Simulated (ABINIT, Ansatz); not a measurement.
# PbS2 (Fm-3m): zone-centre phonons

Which modes does PbS2 (Fm-3m) have at the zone centre?

Method: DFT LDA, scalar-relativistic, plane waves, HGH norm-conserving pseudopotentials, in ABINIT 10.8.3.

This is a report of a sequence of runs, with most program output left out.

The structure was built from a prototype and need not be the compound's stable phase.

**1. Starting point**

It takes space group Fm-3m (No. 225, cubic). The conventional cell has a = 6.591 Å, b = 6.591 Å, c = 6.591 Å, α = 90.00°, β = 90.00°, γ = 90.00°. Nearest to Pb lie 8 S at 2.85 Å. Nearest to S lie 4 Pb at 2.85 Å. Farther neighbours and most contacts between anions are not listed.

**2. Relaxation**

The harmonic expansion starts where the forces on the atoms vanish, and stress shifts the frequencies, so cell and atoms are relaxed with tight thresholds.

The starting cell comes from a relaxation made beforehand in Ansatz (LDA, PseudoDojo NC).

The input, relax.abi:

```
# relaxation
ionmov 2
optcell 2
dilatmx 1.08
ntime 40
tolmxf 1.0d-05
tolvrs 1.0d-14
prtwf 0
prtden 0
chksymtnons 0

# basis, mesh and filling
ecut 24.0
ecutsm 0.5
ixc 7
ngkpt 8 8 8
nshiftk 1
shiftk 0.0 0.0 0.0
istwfk *1
occopt 3
tsmear 0.01
nband 14
nstep 100
diemac 1000000.0
prtebands 0
prtgsr 0

# cell and atoms
acell 3*1.0 Angstrom
rprim 
    0.0 3.295624974 3.295624974
    3.295624974 0.0 3.295624974
    3.295624974 3.295624974 0.0
ntypat 2
znucl 82 16
natom 3
typat 1 2 2
xred 
    0.0 0.0 0.0
    0.25 0.25 0.25
    0.75 0.75 0.75
pp_dirpath "./pseudo"
pseudos "Pb.hgh, S.hgh"
```

The run is started by

```bash
OMP_NUM_THREADS=1 mpirun -n 2 abinit relax.abi > relax.log
```

Elapsed: 2.4 min, on 2 MPI ranks of Arm Neoverse N1, shared host.

Relaxation path:

| step | energy less that of the first step (eV) | largest force (eV/Å) | volume (Å³) |
| --- | --- | --- | --- |
| 1 | 0.0000 | 0.0000 | 71.59 |
| 2 | 0.0000 | 0.0000 | 71.55 |
| 3 | -0.0001 | 0.0000 | 71.36 |

| conventional cell, symmetrised | before | after | change |
| --- | --- | --- | --- |
| a (Å) | 6.591 | 6.584 | -0.1 % |
| b (Å) | 6.591 | 6.584 | -0.1 % |
| c (Å) | 6.591 | 6.584 | -0.1 % |
| volume (Å³/atom) | 23.86 | 23.79 | -0.3 % |

The relaxed structure:

```xyz
3
Lattice="0.0000 3.2921 3.2921 3.2921 0.0000 3.2921 3.2921 3.2921 0.0000" Properties=species:S:1:pos:R:3 pbc="T T T"
Pb    0.0000    0.0000    0.0000
S     1.6461    1.6461    1.6461
S     4.9382    4.9382    4.9382
```

Read from the output:

```
volume per atom   : 23.79 Å³
pressure          : 0.002027 GPa
gap on the k-mesh : 0 eV
```

The volume changes by -0.3 % from the cell with which this run began.

**3. Self-consistent run for the response**

First-order wavefunctions inherit every error of the ground state, hence the very tight tolvrs. ecutsm is kept as in the relaxation, so that the cell stays at rest. Occupations are smeared.

The input, gs.abi:

```
# ground state
tolvrs 1.0d-16
prtden 1
prtwf 1

# basis, mesh and filling
ecut 24.0
ecutsm 0.5
ixc 7
ngkpt 8 8 8
nshiftk 1
shiftk 0.0 0.0 0.0
istwfk *1
occopt 3
tsmear 0.01
nband 14
nstep 100
diemac 1000000.0
prtebands 0
prtgsr 0

# cell and atoms
acell 3*1.0 Angstrom
rprim 
    0.0 3.292146608 3.292146608
    3.292146608 0.0 3.292146608
    3.292146608 3.292146608 0.0
ntypat 2
znucl 82 16
natom 3
typat 1 2 2
xred 
    0.0 0.0 0.0
    0.25 0.25 0.25
    0.75 0.75 0.75
pp_dirpath "./pseudo"
pseudos "Pb.hgh, S.hgh"
```

The run is started by

```bash
OMP_NUM_THREADS=1 mpirun -n 2 abinit gs.abi > gs.log
```

Wall time 38 s (2 MPI ranks); 75 s of CPU time.

Numbers from this step:

```
pressure : 0.002045 GPa
```

The cell stands at 0.0020 GPa, close enough for phonons.

**4. Zone-centre response**

At q = 0 one unit cell holds all displacements. The response is solved for single atoms along the cell's directions, and symmetry skips those that follow from others. The crystal is treated as a metal, which screens a static field, so no field response is asked.

The input, dfpt_gamma.abi:

```

# common to the responses
getwfk_filepath "gso_WFK"
kptopt 2
nqpt 1
qpt 0.0 0.0 0.0
asr 0
chneut 0

# displacements
rfphon 1
rfatpol 1 3
rfdir 1 1 1
tolvrs 1.0d-10
prtwf 0

# basis, mesh and filling
ecut 24.0
ecutsm 0.5
ixc 7
ngkpt 8 8 8
nshiftk 1
shiftk 0.0 0.0 0.0
istwfk *1
occopt 3
tsmear 0.01
nband 14
nstep 100
diemac 1000000.0
prtebands 0
prtgsr 0

# cell and atoms
acell 3*1.0 Angstrom
rprim 
    0.0 3.292146608 3.292146608
    3.292146608 0.0 3.292146608
    3.292146608 3.292146608 0.0
ntypat 2
znucl 82 16
natom 3
typat 1 2 2
xred 
    0.0 0.0 0.0
    0.25 0.25 0.25
    0.75 0.75 0.75
pp_dirpath "./pseudo"
pseudos "Pb.hgh, S.hgh"
```

The run is started by

```bash
OMP_NUM_THREADS=1 mpirun -n 2 abinit dfpt_gamma.abi > dfpt_gamma.log
```

Wall time 5.8 min (2 MPI ranks); 12 min of CPU time.

This step gave:

* largest acoustic frequency at the zone centre before the sum rule: 2.68 cm⁻¹
* highest optical zone-centre mode (no LO-TO term): 157.4 cm⁻¹
* lowest optical zone-centre mode: 113.9 cm⁻¹

The acoustic modes at Γ come out as far as 2.7 cm⁻¹ from zero, where they should vanish, a small numerical error.

**5. Modes with the sum rule**

anaddb reads the merged derivatives and imposes the acoustic sum rule.

The input, anaddb.abi:

```
ddb_filepath "gamma_DDB"
output_file "anaddb.abo"
outdata_prefix "anaddb"
asr 1
chneut 1
enunit 2
eivec 1
nph1l 1
qph1l 0.0 0.0 0.0 1.0
```

The input, mrgddb.in:

```
gamma_DDB
merged
2
dfpt_gammao_DDB
gso_DDB
```

The run is started by

```bash
mrgddb < mrgddb.in > mrgddb.log
OMP_NUM_THREADS=1 anaddb anaddb.abi > anaddb.log
```

Run time: 0.55 s. Hardware: 1 thread.

Numbers from this step:

```yaml
highest_optical_zone_centre_mode_no_lo_to_term: 157.3 cm⁻¹
lowest_optical_zone_centre_mode: 113.8 cm⁻¹
```

No LO-TO term; unit eigenvectors of the mass-weighted matrix, from anaddb's displacements. Modes at Γ, with each element's share of the kinetic energy:

| mode | frequency (cm⁻¹) | symmetry | Pb % | S % |
| --- | --- | --- | --- | --- |
| 1 | 0.0 | acoustic | 76 | 24 |
| 2 | 0.0 | acoustic | 76 | 24 |
| 3 | 0.0 | acoustic | 76 | 24 |
| 4 | 113.8 | T1u | 24 | 76 |
| 5 | 113.8 | T1u | 24 | 76 |
| 6 | 113.8 | T1u | 24 | 76 |
| 7 | 157.3 | T2g | 0 | 100 |
| 8 | 157.3 | T2g | 0 | 100 |
| 9 | 157.3 | T2g | 0 | 100 |

Displacements in mode 6 (113.8 cm⁻¹), the largest set to 1:
```
Pb1  0.31  0.00  0.00
S2  -1.00  0.00  0.00
S3  -1.00  0.00  0.00
```

Displacements in mode 9 (157.3 cm⁻¹), the largest set to 1:
```
Pb1  0.00  0.00  0.00
S2   1.00  0.00  0.00
S3  -1.00  0.00  0.00
```

The rule moves no optical mode by more than 0.2 cm⁻¹.

**6. Cross-check with Ansatz**

The same cell goes through another code, with its own cutoff. The potentials differ.

This step: DFT LDA, scalar-relativistic, plane waves, PseudoDojo norm-conserving pseudopotentials (Ansatz 0.2.0).

The input, input.yaml:

```yaml
crystal:
  lattice:
    - [0.0, 3.2921466079, 3.2921466079]
    - [3.2921466079, 0.0, 3.2921466079]
    - [3.2921466079, 3.2921466079, 0.0]
  atoms:
    - { symbol: Pb, position: [0.0, 0.0, 0.0] }
    - { symbol: S, position: [0.25, 0.25, 0.25] }
    - { symbol: S, position: [0.75, 0.75, 0.75] }
kpoints:
  mp_grid: { grid: [8, 8, 8] }
hamiltonian:
  xc: lda
  pseudopotentials: { kind: nc, accuracy: standard }
scf:
  occupations: { method: fermi_dirac, width: 0.27211 }
output:
  eigenvalues: true
phonons:
  method: dfpt
```

The run is started by

```bash
ansatz run input.yaml --threads 2 --pin off --max-ram 4096MiB --backend cpu --events-out ev --progress --plain --runs-dir out
```

The job ended after 44 s (2 threads; peak memory 0.77 GiB; 87 s of CPU time).

Numbers from this step:

```yaml
sum_rule_residual_before_enforcement: 4.88e-5 eV/Å²
highest_optical_zone_centre_mode_no_lo_to_term: 160.8 cm⁻¹
lowest_optical_zone_centre_mode: 130.0 cm⁻¹
```

**7. Side by side: ABINIT HGH and Ansatz, PseudoDojo**

Worked out from the results:

```yaml
root_mean_square_difference: 11.72 cm⁻¹
largest_difference: 16.2 cm⁻¹
```

Optical modes, paired by symmetry label. Frequencies side by side, by row:

| q (reciprocal lattice) | mode | ABINIT HGH (cm⁻¹) | Ansatz, PseudoDojo (cm⁻¹) |
| --- | --- | --- | --- |
| 0 0 0 | 4 | 113.8 | 130 |
| 0 0 0 | 5 | 113.8 | 130 |
| 0 0 0 | 6 | 113.8 | 130 |
| 0 0 0 | 7 | 157.3 | 160.8 |
| 0 0 0 | 8 | 157.3 | 160.8 |
| 0 0 0 | 9 | 157.3 | 160.8 |

At the zone centre the largest difference (acoustic modes at Γ apart) is 10 % of the highest mode.

**8. What came out**

| Property | Result |
| --- | --- |
| space group after relaxation | Fm-3m |
| volume per atom | 23.8 Å³ |
| highest optical zone-centre mode (no LO-TO term) | 157.3 cm⁻¹ |
| lowest optical zone-centre mode | 113.8 cm⁻¹ |
| imaginary optical modes at the zone centre (no q mesh in this session) | none |
| largest difference from Ansatz, PseudoDojo | 16.2 cm⁻¹ |

In words: At the LDA level the optical modes of PbS2 (Fm-3m) at the zone centre run from 114 to 157 cm⁻¹. On other potentials, and in a cell that was not relaxed for them, the second run differs strongly on some modes. ABINIT HGH and Ansatz, PseudoDojo differ by 11.7 cm⁻¹ in the root mean square and by 16.2 cm⁻¹ at most, 10.3 % of the highest mode compared (acoustic modes at Γ left out); the two use different potentials, and the cell was not relaxed for the second set. These are harmonic frequencies: anharmonic shifts and widths and the lattice's thermal expansion are left out. The Fermi-Dirac smearing of 0.01 Ha is an electronic temperature of 3158 K, which adds a pressure of its own and can shift the volume and soft modes. Spin-orbit coupling is left out, which can matter for the heavy elements here. The HGH files keep few electrons and have no core correction, which is cheap but rough for Pb. In a metal the frequencies hang on the k mesh and the smearing, most of all near Kohn anomalies. The structure is a hypothetical one, built on a prototype.

[Host names and launcher messages were left out of these logs when they were recorded.]

[Logs are printed without paths, hosts, clocks, repeated set-up lines and the standing remarks that a program may print on its own settings, such as how far it seeks lower states.]

[Hosts, paths, dates, database ids (printed as entryN), source tags and the programs' standing remarks are cut or masked in the printed files.]
